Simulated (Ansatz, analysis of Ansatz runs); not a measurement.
# Vacancy formation of the monovacancy in Ni (LDA)

Aim: the vacancy formation of the monovacancy in Ni, to be set beside the measurement. Set-up: LDA, 64-site cell, LDA lattice, 420 eV, k: 3x3x3 Gamma-centred. The model is a cell of 64 host atoms with 1 Ni taken out. The formation energy is the energy of the cell with the vacancy less that of the same number of atoms in the perfect cell. A local or semilocal functional is the cheapest first rung.

What was measured. Vacancy formation energy: 1.6 eV (“Anomalous Diffusion along Metal/Ceramic Interfaces”, 2018, arxiv:1807.04708). The calculation is set beside it at the end.

Method: plane-wave PAW DFT, LDA; relaxation of all atoms of a defect supercell, in Ansatz 0.2.0.

### Step 1. Set-up

The cell holds 63 atoms: 63 Ni. Cell: a = 9.679 Å, b = 9.679 Å, c = 9.679 Å, α = 60.0°, β = 60.0°, γ = 60.0°. It derives from Ni (space group Fm-3m). Nearest the centre at fractional (0.500, 0.500, 0.500): Ni58 at 2.42 Å, Ni31 at 2.42 Å, Ni46 at 2.42 Å, Ni54 at 2.42 Å, Ni57 at 2.42 Å, Ni28 at 2.42 Å, Ni40 at 2.42 Å, Ni43 at 2.42 Å.

The host's primitive cell comes from a first run (plane-wave PAW DFT, LDA; relaxation of the host's cell and atoms): vectors of 2.420, 2.420 and 2.420 Å. That is 10.02 Å³ an atom, 8.4 % under the diffraction cell's volume. The supercell is built on it.

### Step 2. Relaxation, charge 0

Every later number rests on the structure around the defect, so the atoms are relaxed at the host's lattice first.

File relax/input.yaml:

```yaml
relax:
  f_tol: 0.02
  max_steps: 80
  escape_saddle: false
crystal:
  lattice:
    - [0.0, 6.84435214, 6.84435214]
    - [6.84435214, 0.0, 6.84435214]
    - [6.84435214, 6.84435214, 0.0]
  atoms:
    - { symbol: Ni, position: [0.0, 0.0, 0.0], spin: 0.7 }
    - { symbol: Ni, position: [0.0, 0.0, 0.25], spin: 0.7 }
    - { symbol: Ni, position: [0.0, 0.0, 0.5], spin: 0.7 }
    - { symbol: Ni, position: [0.0, 0.0, 0.75], spin: 0.7 }
    - { symbol: Ni, position: [0.0, 0.25, 0.0], spin: 0.7 }
    - { symbol: Ni, position: [0.0, 0.25, 0.25], spin: 0.7 }
    - { symbol: Ni, position: [0.0, 0.25, 0.5], spin: 0.7 }
    - { symbol: Ni, position: [0.0, 0.25, 0.75], spin: 0.7 }
    - { symbol: Ni, position: [0.0, 0.5, 0.0], spin: 0.7 }
    - { symbol: Ni, position: [0.0, 0.5, 0.25], spin: 0.7 }
    - { symbol: Ni, position: [0.0, 0.5, 0.5], spin: 0.7 }
    - { symbol: Ni, position: [0.0, 0.5, 0.75], spin: 0.7 }
    - { symbol: Ni, position: [0.0, 0.75, 0.0], spin: 0.7 }
    - { symbol: Ni, position: [0.0, 0.75, 0.25], spin: 0.7 }
    - { symbol: Ni, position: [0.0, 0.75, 0.5], spin: 0.7 }
    - { symbol: Ni, position: [0.0, 0.75, 0.75], spin: 0.7 }
    - { symbol: Ni, position: [0.25, 0.0, 0.0], spin: 0.7 }
    - { symbol: Ni, position: [0.25, 0.0, 0.25], spin: 0.7 }
    - { symbol: Ni, position: [0.25, 0.0, 0.5], spin: 0.7 }
    - { symbol: Ni, position: [0.25, 0.0, 0.75], spin: 0.7 }
    - { symbol: Ni, position: [0.25, 0.25, 0.0], spin: 0.7 }
    - { symbol: Ni, position: [0.25, 0.25, 0.25], spin: 0.7 }
    - { symbol: Ni, position: [0.25, 0.25, 0.5], spin: 0.7 }
    - { symbol: Ni, position: [0.25, 0.25, 0.75], spin: 0.7 }
    - { symbol: Ni, position: [0.25, 0.5, 0.0], spin: 0.7 }
    - { symbol: Ni, position: [0.25, 0.5, 0.25], spin: 0.7 }
    - { symbol: Ni, position: [0.25, 0.5, 0.5], spin: 0.7 }
    - { symbol: Ni, position: [0.25, 0.5, 0.75], spin: 0.7 }
    - { symbol: Ni, position: [0.25, 0.75, 0.0], spin: 0.7 }
    - { symbol: Ni, position: [0.25, 0.75, 0.25], spin: 0.7 }
    - { symbol: Ni, position: [0.25, 0.75, 0.5], spin: 0.7 }
    - { symbol: Ni, position: [0.25, 0.75, 0.75], spin: 0.7 }
    - { symbol: Ni, position: [0.5, 0.0, 0.0], spin: 0.7 }
    - { symbol: Ni, position: [0.5, 0.0, 0.25], spin: 0.7 }
    - { symbol: Ni, position: [0.5, 0.0, 0.5], spin: 0.7 }
    - { symbol: Ni, position: [0.5, 0.0, 0.75], spin: 0.7 }
    - { symbol: Ni, position: [0.5, 0.25, 0.0], spin: 0.7 }
    - { symbol: Ni, position: [0.5, 0.25, 0.25], spin: 0.7 }
    - { symbol: Ni, position: [0.5, 0.25, 0.5], spin: 0.7 }
    - { symbol: Ni, position: [0.5, 0.25, 0.75], spin: 0.7 }
    - { symbol: Ni, position: [0.5, 0.5, 0.0], spin: 0.7 }
    - { symbol: Ni, position: [0.5, 0.5, 0.25], spin: 0.7 }
    - { symbol: Ni, position: [0.5, 0.5, 0.75], spin: 0.7 }
    - { symbol: Ni, position: [0.5, 0.75, 0.0], spin: 0.7 }
    - { symbol: Ni, position: [0.5, 0.75, 0.25], spin: 0.7 }
    - { symbol: Ni, position: [0.5, 0.75, 0.5], spin: 0.7 }
    - { symbol: Ni, position: [0.5, 0.75, 0.75], spin: 0.7 }
    - { symbol: Ni, position: [0.75, 0.0, 0.0], spin: 0.7 }
    - { symbol: Ni, position: [0.75, 0.0, 0.25], spin: 0.7 }
    - { symbol: Ni, position: [0.75, 0.0, 0.5], spin: 0.7 }
    - { symbol: Ni, position: [0.75, 0.0, 0.75], spin: 0.7 }
    - { symbol: Ni, position: [0.75, 0.25, 0.0], spin: 0.7 }
    - { symbol: Ni, position: [0.75, 0.25, 0.25], spin: 0.7 }
    - { symbol: Ni, position: [0.75, 0.25, 0.5], spin: 0.7 }
    - { symbol: Ni, position: [0.75, 0.25, 0.75], spin: 0.7 }
    - { symbol: Ni, position: [0.75, 0.5, 0.0], spin: 0.7 }
    - { symbol: Ni, position: [0.75, 0.5, 0.25], spin: 0.7 }
    - { symbol: Ni, position: [0.75, 0.5, 0.5], spin: 0.7 }
    - { symbol: Ni, position: [0.75, 0.5, 0.75], spin: 0.7 }
    - { symbol: Ni, position: [0.75, 0.75, 0.0], spin: 0.7 }
    - { symbol: Ni, position: [0.75, 0.75, 0.25], spin: 0.7 }
    - { symbol: Ni, position: [0.75, 0.75, 0.5], spin: 0.7 }
    - { symbol: Ni, position: [0.75, 0.75, 0.75], spin: 0.7 }
basis:
  ecutwfc: 420
  xc_grid: 2
hamiltonian:
  xc: lda
kpoints:
  mp_grid: { grid: [3, 3, 3] }
magnetization:
  spin_polarized: true
scf:
  occupations: { method: methfessel_paxton, width: 0.1 }
  max_iter: 120
output:
  forces: true
checkpoint:
  write: "../relax.run"
  compress: false
  write_wavefunctions: true
  write_every: 100000
```

Run with:

```bash
> ansatz run input.yaml --threads 4 --pin off --max-ram 14131MiB --backend cpu --events-out ev --progress --plain --runs-dir out
```

Numbers of over 12 decimals in the logs are rounded to 6 here.

Output:

```text
[... repeated set-up lines and file paths are left out, and long positions are rounded to six places ...]
Engine: ansatz 0.2.0, aarch64-unknown-linux-gnu
Pseudopotentials: kind: paw
Pseudopotential: Ni, paw, valence charge 18, recommended cutoff 420 eV (normal), Ni.paw.azcp
Functional definition: SPW92
  exchange = slater_x
  correlation = pw_c
Crystal: 63 atoms, lattice volume = 641.249 Å³
Basis set: ecut = 420 eV, 12507 PW (Γ), exchange–correlation on 144×144×144 points (8 copies of the dense FFT grid, shifted against one another)
Bands: 707, of which v1, the nominal top of the filled ones, is band 567 counted from 1 (566 counted from 0)
Symmetry: 48 space group operations
Space group: Fm-3m (ITA 225), of the structure as read, at distance tolerance 8.6e-5 Å
Magnetic group: BNS 225.116 (UNI 1618), of the structure as read, at distance tolerance 8.6e-5 Å
k-points: 4 of 27
Non-local potential: Ni, projectors of the file, l = 0: 3, l = 1: 2, l = 2: 3, l = 3: 1
PAW form: soft (Blöchl's): semilocal exchange-correlation on the pseudo side does not see the compensation charge
PAW frozen core: Ni, regenerated for the run's functional, and the local potential with it (the file was generated under x = pbe(κ = 0.804, μ = 0.219515), c = pbe(β = 0.066725))
PAW one-centre angular grid: Ni, 590 points (default); XC on 64 Gauss nodes
Initial density: superposition of atomic densities (chi_scale 0.1, normalization cell)
Starting moments: Σ|m| = 44.1 μB on 63 of 63 sites
Initial wavefunctions: pseudopotential atomic-orbital guess
Functional: x = slater, c = lda
SCF iter   1: F=—  HF=-363671.360595 eV  |F-HF|=—  |Δ(HF+E_count)|=         —  Δρ=9.70e-2 (↑3.60e-2 ↓9.70e-2)  dr2=6.37e1  dr2_m=5.75e0  M=48.694 μB ∫|m|=50.270 μB  β_m=0.30  ethr=3.10e-3  ⟨swp⟩=4.6  Hψ=17520  notcnv=0  defer=226
Mixer restart at iter 1: flushing history
preconditioner: auto → Kerker (q_TF=auto, 3.000 Å⁻¹)  [metal: Δε(μ)=0.018 eV  Ē_g=8.712 eV  σ=0.100 eV  W_gap=0.10  n_scr=282 (ndim 8)  ℏωp=36.8 eV  f_vac=0.003  D(μ)=95.50/eV (n_scr^D=1458)]
spin=Collinear: Kerker preconditioning applied to the charge; magnetization (m = ρ↑ − ρ↓) channel mixes plain (no charge-response kernel on spin).
SCF iter   2: F=—  HF=-363656.506940 eV  |F-HF|=—  |Δ(HF+E_count)|=    1.49e1  Δρ=2.56e-2 (↑2.56e-2 ↓2.35e-2)  dr2=1.88e0  dr2_m=2.81e0  M=47.746 μB ∫|m|=49.829 μB  β_m=0.31  ethr=3.10e-3  ⟨swp⟩=2.8  Hψ=9113  notcnv=0  defer=881
SCF iter   3: F=—  HF=-363680.076971 eV  |F-HF|=—  |Δ(HF+E_count)|=    2.36e1  Δρ=2.39e-2 (↑2.39e-2 ↓9.78e-3)  dr2=2.25e0  dr2_m=1.10e0  M=46.533 μB ∫|m|=49.241 μB  β_m=0.61  ethr=1.66e-4  ⟨swp⟩=2.2  Hψ=9428  notcnv=0  defer=885
SCF iter   4: F=—  HF=-363716.487731 eV  |F-HF|=—  |Δ(HF+E_count)|=    3.64e1  Δρ=2.14e-2 (↑1.82e-2 ↓2.14e-2)  dr2=6.95e0  dr2_m=4.94e-2  M=43.448 μB ∫|m|=47.349 μB  β_m=0.80  ethr=1.66e-4  ⟨swp⟩=2.6  Hψ=9055  notcnv=0  defer=885
SCF iter   5: F=—  HF=-363721.096738 eV  |F-HF|=—  |Δ(HF+E_count)|=    4.61e0  Δρ=1.92e-2 (↑1.20e-2 ↓1.92e-2)  dr2=3.80e0  dr2_m=1.14e-1  M=41.062 μB ∫|m|=45.218 μB  β_m=0.57  ethr=1.66e-4  ⟨swp⟩=2.5  Hψ=9048  notcnv=0  defer=881
SCF iter   6: F=—  HF=-363720.489491 eV  |F-HF|=—  |Δ(HF+E_count)|=   6.07e-1  Δρ=5.92e-3 (↑2.25e-3 ↓5.92e-3)  dr2=6.07e-1  dr2_m=4.13e-2  M=40.884 μB ∫|m|=44.973 μB  β_m=0.73  ethr=1.66e-4  ⟨swp⟩=2.5  Hψ=10162  notcnv=0  defer=880
SCF iter   7: F=—  HF=-363721.094925 eV  |F-HF|=—  |Δ(HF+E_count)|=         —  Δρ=1.17e-2 (↑7.79e-3 ↓1.17e-2)  dr2=1.25e-1  dr2_m=5.48e-1  M=36.230 μB ∫|m|=40.327 μB  β_m=0.73  ethr=5.36e-5  ⟨swp⟩=2.0  Hψ=7259  notcnv=0  defer=880
Mixer restart at iter 7: flushing history
SCF iter   8: F=—  HF=-363721.177842 eV  |F-HF|=—  |Δ(HF+E_count)|=   8.29e-2  Δρ=5.44e-3 (↑5.39e-3 ↓5.44e-3)  dr2=6.36e-2  dr2_m=1.56e-1  M=35.404 μB ∫|m|=39.429 μB  β_m=0.87  ethr=1.10e-5  ⟨swp⟩=2.0  Hψ=9349  notcnv=0  defer=880
SCF iter   9: F=—  HF=-363721.362610 eV  |F-HF|=—  |Δ(HF+E_count)|=   1.85e-1  Δρ=1.07e-2 (↑5.08e-3 ↓1.07e-2)  dr2=1.01e0  dr2_m=5.11e-2  M=34.488 μB ∫|m|=38.420 μB  β_m=0.48  ethr=5.61e-6  ⟨swp⟩=2.6  Hψ=10635  notcnv=0  defer=880  recentre
SCF iter  10: F=—  HF=-363721.170815 eV  |F-HF|=—  |Δ(HF+E_count)|=   1.92e-1  Δρ=1.41e-3 (↑7.15e-4 ↓1.41e-3)  dr2=1.43e-2  dr2_m=5.07e-3  M=34.680 μB ∫|m|=38.611 μB  β_m=0.57  ethr=5.61e-6  ⟨swp⟩=2.2  Hψ=11064  notcnv=0  defer=886
SCF iter  11: F=—  HF=-363721.167657 eV  |F-HF|=—  |Δ(HF+E_count)|=   3.16e-3  Δρ=7.55e-4 (↑3.67e-4 ↓7.55e-4)  dr2=6.24e-3  dr2_m=5.61e-4  M=34.581 μB ∫|m|=38.479 μB  β_m=0.61  ethr=1.26e-6  ⟨swp⟩=2.0  Hψ=7910  notcnv=0  defer=886
SCF iter  12: F=—  HF=-363721.168236 eV  |F-HF|=—  |Δ(HF+E_count)|=   5.79e-4  Δρ=2.82e-4 (↑2.59e-4 ↓2.82e-4)  dr2=2.97e-3  dr2_m=9.02e-6  M=34.671 μB ∫|m|=38.570 μB  β_m=0.80  ethr=5.51e-7  ⟨swp⟩=2.1  Hψ=7458  notcnv=0  defer=886
SCF iter  13: F=—  HF=-363721.168246 eV  |F-HF|=—  |Δ(HF+E_count)|=   9.83e-6  Δρ=6.25e-4 (↑3.18e-4 ↓6.25e-4)  dr2=4.30e-3  dr2_m=1.57e-4  M=34.676 μB ∫|m|=38.573 μB  β_m=0.57  ethr=2.62e-7  ⟨swp⟩=2.0  Hψ=9759  notcnv=0  defer=886
SCF iter  14: F=—  HF=-363721.167634 eV  |F-HF|=—  |Δ(HF+E_count)|=   6.11e-4  Δρ=1.20e-4 (↑1.20e-4 ↓8.45e-5)  dr2=2.24e-4  dr2_m=9.43e-6  M=34.679 μB ∫|m|=38.574 μB  β_m=0.78  ethr=2.62e-7  ⟨swp⟩=2.0  Hψ=9793  notcnv=0  defer=886
SCF iter  15: F=—  HF=-363721.167675 eV  |F-HF|=—  |Δ(HF+E_count)|=   4.09e-5  Δρ=1.41e-4 (↑7.05e-5 ↓1.41e-4)  dr2=1.73e-4  dr2_m=1.12e-5  M=34.678 μB ∫|m|=38.575 μB  β_m=0.89  ethr=1.98e-8  ⟨swp⟩=2.0  Hψ=7368  notcnv=0  defer=886
SCF iter  16: F=—  HF=-363720.854599 eV  |F-HF|=—  |Δ(HF+E_count)|=         —  Δρ=1.46e-3 (↑9.94e-4 ↓1.46e-3)  dr2=6.07e-3  dr2_m=7.23e-3  M=34.230 μB ∫|m|=38.232 μB  β_m=0.89  ethr=1.53e-8  ⟨swp⟩=2.0  Hψ=8653  notcnv=0  defer=886
Mixer restart at iter 16: flushing history
iteration 16: the input's own smearing fills from here on; a Gaussian of 0.1 eV has filled iterations ahead of it
SCF iter  17: F=—  HF=-363720.867880 eV  |F-HF|=—  |Δ(HF+E_count)|=   1.33e-2  S|Δr|=    0.00e0  Δρ=6.05e-3 (↑2.07e-3 ↓6.05e-3)  dr2=4.32e-1  dr2_m=2.61e-2  M=34.077 μB ∫|m|=38.067 μB  β_m=0.32  ethr=1.53e-8  ⟨swp⟩=3.1  Hψ=14025  notcnv=0  defer=886  recentre
SCF iter  18: F=—  HF=-363720.857121 eV  |F-HF|=—  |Δ(HF+E_count)|=   1.08e-2  S|Δr|=    0.00e0  Δρ=2.85e-3 (↑1.18e-3 ↓2.85e-3)  dr2=8.67e-2  dr2_m=1.03e-2  M=34.127 μB ∫|m|=38.130 μB  β_m=0.11  ethr=1.53e-8  ⟨swp⟩=3.1  Hψ=14044  notcnv=0  defer=886
[...]
SCF iter  25: F=—  HF=-363720.856197 eV  |F-HF|=—  |Δ(HF+E_count)|=   4.60e-6  S|Δr|=    0.00e0  Δρ=5.70e-5 (↑2.16e-5 ↓5.70e-5)  dr2=2.97e-5  dr2_m=2.97e-6  M=33.694 μB ∫|m|=37.643 μB  β_m=0.35  ethr=6.87e-10  ⟨swp⟩=3.6  Hψ=15707  notcnv=0
SCF iter  26: F=—  HF=-363720.856199 eV  |F-HF|=—  |Δ(HF+E_count)|=   1.89e-6  S|Δr|=    0.00e0  Δρ=8.68e-5 (↑3.37e-5 ↓8.68e-5)  dr2=7.09e-5  dr2_m=4.65e-6  M=33.698 μB ∫|m|=37.648 μB  β_m=0.25  ethr=6.87e-10  ⟨swp⟩=2.0  Hψ=9033  notcnv=0  defer=886  recentre
SCF iter  27: F=-363720.856195 eV  HF=-363720.856197 eV  |F-HF|=1.51e-6  |Δ(HF+E_count)|=   2.52e-6  S|Δr|=    0.00e0  Δρ=1.26e-5 (↑7.45e-6 ↓1.26e-5)  dr2=1.75e-6  dr2_m=2.68e-7  M=33.697 μB ∫|m|=37.646 μB  ethr=6.87e-10  ⟨swp⟩=2.0  Hψ=15141  notcnv=0
SCF 1 converged in 27 iterations: F = -363720.856195 eV  dr2 = 1.75e-6
  greatest PAW one-centre occupation: 1.002 electrons in one spin orbital (limit 2), on the Ni atom at site 45 (counted from 0), in its partial waves of l = 1
relax step   1: F+E_penalty+E_count = -363720.85619509 eV  Δ(F+E_penalty+E_count) = +0.000e0 eV  max|allowed force component| = 2.226e-1 eV/Å  Δτ_max = 0.0000 Å  (27 SCF iters, dr2 threshold 1.00e-5 eV, accepted)
[... the SCF cycles and remarks between the steps are left out from here to the last step ...]
relax step   2: F+E_penalty+E_count = -363720.89271277 eV  Δ(F+E_penalty+E_count) = -3.652e-2 eV  max|allowed force component| = 1.610e-1 eV/Å  Δτ_max = 0.0095 Å  (16 SCF iters, dr2 threshold 3.10e-6 eV, accepted)
relax step   3: F+E_penalty+E_count = -363720.92829026 eV  Δ(F+E_penalty+E_count) = -3.558e-2 eV  max|allowed force component| = 1.117e-2 eV/Å  Δτ_max = 0.0238 Å  (19 SCF iters, dr2 threshold 1.62e-6 eV, accepted)
iter 1 solved again at ethr=1.09e-10 eV; its pass at ethr=3.10e-3 eV (dr2=1.23e-6 eV) is discarded
SCF iter   1: F=—  HF=-363720.928291 eV  |F-HF|=—  |Δ(HF+E_count)|=         —  Δρ=8.47e-6 (↑4.74e-6 ↓8.47e-6)  dr2=1.24e-6  dr2_m=3.57e-8  M=33.536 μB ∫|m|=37.484 μB  β_m=0.30  ethr=1.09e-10  ⟨swp⟩=1.0  Hψ=15628  notcnv=0  defer=645
SCF iter   2: F=—  HF=-363720.928291 eV  |F-HF|=—  |Δ(HF+E_count)|=   5.15e-8  S|Δr|=    0.00e0  Δρ=1.71e-5 (↑5.13e-6 ↓1.71e-5)  dr2=3.66e-6  dr2_m=2.32e-7  M=33.536 μB ∫|m|=37.484 μB  β_m=0.30  ethr=1.09e-10  ⟨swp⟩=2.0  Hψ=6993  notcnv=0  defer=645
SCF iter   3: F=—  HF=-363720.928291 eV  |F-HF|=—  |Δ(HF+E_count)|=   1.07e-7  S|Δr|=    0.00e0  Δρ=3.67e-6 (↑2.96e-6 ↓3.67e-6)  dr2=4.90e-7  dr2_m=5.40e-9  M=33.536 μB ∫|m|=37.484 μB  β_m=0.39  ethr=1.09e-10  ⟨swp⟩=2.0  Hψ=5967  notcnv=0  defer=645
SCF iter   4: F=—  HF=-363720.928291 eV  |F-HF|=—  |Δ(HF+E_count)|=   1.87e-8  S|Δr|=    0.00e0  Δρ=1.03e-5 (↑3.25e-6 ↓1.03e-5)  dr2=1.28e-6  dr2_m=8.59e-8  M=33.536 μB ∫|m|=37.484 μB  β_m=0.28  ethr=4.32e-11  ⟨swp⟩=2.0  Hψ=6718  notcnv=0  defer=645  recentre
SCF iter   5: F=—  HF=-363720.928291 eV  |F-HF|=—  |Δ(HF+E_count)|=   5.40e-8  S|Δr|=    0.00e0  Δρ=4.43e-6 (↑1.38e-6 ↓4.43e-6)  dr2=4.00e-7  dr2_m=1.59e-8  M=33.536 μB ∫|m|=37.484 μB  β_m=0.34  ethr=4.32e-11  ⟨swp⟩=2.0  Hψ=7097  notcnv=0  defer=645
SCF iter   6: F=-363720.928291 eV  HF=-363720.928291 eV  |F-HF|=3.22e-8  |Δ(HF+E_count)|=   8.27e-9  S|Δr|=    0.00e0  Δρ=1.30e-6 (↑7.18e-7 ↓1.30e-6)  dr2=3.94e-8  dr2_m=1.38e-9  M=33.536 μB ∫|m|=37.484 μB  ethr=8.82e-12  ⟨swp⟩=2.0  Hψ=14960  notcnv=0
SCF 4 converged in 6 iterations: F = -363720.928291 eV  dr2 = 3.94e-8
relax step   4: F+E_penalty+E_count = -363720.92829123 eV  Δ(F+E_penalty+E_count) = -9.718e-7 eV  max|allowed force component| = 1.123e-2 eV/Å  Δτ_max = 0.0000 Å  (6 SCF iters, accepted)
NSCF: frozen V_eff on 4 k-points
the band table was solved once a step of the walk had ended and its energy, with any forces and stress, was formed, with the checks that follow a solve (17354 applications of the Hamiltonian). They found nothing against the state; [...]
SCF converged after 6 iterations
Stability not checked: this state was not tested for a lower state beside it, because cold or Methfessel-Paxton smearing, or corrected tetrahedra, fill the levels in a way that the test cannot read (fill_not_monotonic; see scf.lower_state_search)
Magnetization: 33.5357 μB (583.7679 up, 550.2321 down)
Absolute magnetization: 37.5285 μB (∫|ρ↑−ρ↓|, with the PAW one-centre terms)
Spin contamination: 0.2068 ħ² per cell (⟨S²⟩ above its minimum at these occupations)
Per-site moments (μB) at R_I (Å): [(0.549376, 0.998781), (0.558971, 0.997590), (0.556883, 0.997590), [... 60 left out ...]
Free energy (F): -363720.928291 eV
Harris-Foulkes:  -363720.928291 eV  (|F-HF|=3.22e-8)
Internal energy: -363720.891424 eV  (E = F + TS)
E sigma→0 (E₀):  -363720.919074 eV
Entropy (-TS):   -0.036867 eV (-0.585 meV/atom)
Fermi energy:    19.263168 eV
--- Per-component energies (eV) ---
  E_band       = -16569.559684
  E_kinetic    = 17919.358318
  E_local      = -211704.466908  (includes V_loc(G=0)·N_el)
  E_nonlocal   = 40188.596019
  E_hartree    = 88498.970780
  E_xc         = -5376.836552
  E_vxc        = -6961.356062  (∫ρ·V_xc dr)
  E_paw        = -98423.891769  (= ΣΔE_a)
  E_vpaw       = -33009.686251  (= ΣTr[D̂ρ^β])
  E_aug_tail   = 0.042711  (compensation charges beyond the density's cutoff)
  E_ewald      = -194850.013612
  E_core_change = 27.349589  (= ΣΔE_core)
  E_smearing   = -0.036867  (= −TS)
  E_closure    = -0.000000  (closes the sum)
  Σ components = -363720.928291   (vs F -363720.928291, Δ=0.00e0)
--- Forces (eV/Å), atoms counted from 1 ---
  atom   1  Ni     0.00000000     0.00000000     0.00000000
  atom   2  Ni     0.00395207     0.00395207    -0.00000000
  [... 28 atoms left out ...]
  atom  31  Ni     0.00347454    -0.00347454     0.00000000
  [... 7 atoms left out ...]
  atom  39  Ni    -0.00347454    -0.00000000    -0.00347454
  atom  40  Ni    -0.00000000     0.00347454    -0.00347454
  [... 1 atom left out ...]
  atom  42  Ni    -0.00347454    -0.00347454     0.00000000
  atom  43  Ni     0.00347454     0.00347454     0.00000000
  [... 1 atom left out ...]
  atom  45  Ni     0.00000000    -0.00347454     0.00347454
  atom  46  Ni     0.00347454     0.00000000     0.00347454
  [... 7 atoms left out ...]
  atom  54  Ni    -0.00347454     0.00347454    -0.00000000
  [... 2 atoms left out ...]
  atom  57  Ni    -0.00347454    -0.00000000     0.00347454
  atom  58  Ni    -0.00000000     0.00347454     0.00347454
  [... 5 atoms left out ...]
  max |Σ_I F_I| component: 3.92e-18 eV/Å
--- Band table (eV; the first three rows and the last of 8) ---
  k-point 0 ↑: bands = ["-83.6010", "-83.5857", "-83.5857", "-83.5857", [... 699 left out ...] "33.0266", "34.4780", "34.5184", "34.5184"]
  k-point 1 ↑: bands = ["-83.5984", "-83.5908", "-83.5848", "-83.5848", [... 699 left out ...] "32.7668", "32.7668", "33.3013", "33.3033"]
  [... further k-points left out ...]
--- Relaxed structure (4 steps of the walk, 4 accepted, 0 SCFs on fresh bases) ---
  F+E_penalty+E_count = -363720.92829123 eV   max|allowed force component| = 1.123e-2 eV/Å
  atoms:
    - { symbol: Ni, position: [0, 0, 0] }
    - { symbol: Ni, position: [0, 0, 0.250149] }
    [... 28 atoms left out ...]
    - { symbol: Ni, position: [0.253441, 0.746559, 0.500000] }
    [... 7 atoms left out ...]
    - { symbol: Ni, position: [0.500000, 0.253441, 0.500000] }
    - { symbol: Ni, position: [0.500000, 0.253441, 0.746559] }
    [... 1 atom left out ...]
    - { symbol: Ni, position: [0.500000, 0.500000, 0.253441] }
    - { symbol: Ni, position: [0.500000, 0.500000, 0.746559] }
    [... 1 atom left out ...]
    - { symbol: Ni, position: [0.500000, 0.746559, 0.253441] }
    - { symbol: Ni, position: [0.500000, 0.746559, 0.500000] }
    [... 7 atoms left out ...]
    - { symbol: Ni, position: [0.746559, 0.253441, 0.500000] }
    [... 2 atoms left out ...]
    - { symbol: Ni, position: [0.746559, 0.500000, 0.253441] }
    - { symbol: Ni, position: [0.746559, 0.500000, 0.500000] }
    [... 5 atoms left out ...]
```

It took 18 min on 4 threads of Arm Neoverse V1, shared host; peak memory 10 GiB; 69 min of CPU time.

(Part 1 of 2 ends here.)

[Logs are printed without paths, hosts, clocks, repeated set-up lines and the standing remarks that a program may print on its own settings, such as how far it seeks lower states.]

[Hosts, paths, dates, database ids (printed as entryN), source tags and the programs' standing remarks are cut or masked in the printed files.]

[For some hosts the program warned that the k-mesh of the response run may be too coarse for force constants and the static dielectric constant; such warnings are not shown here.]
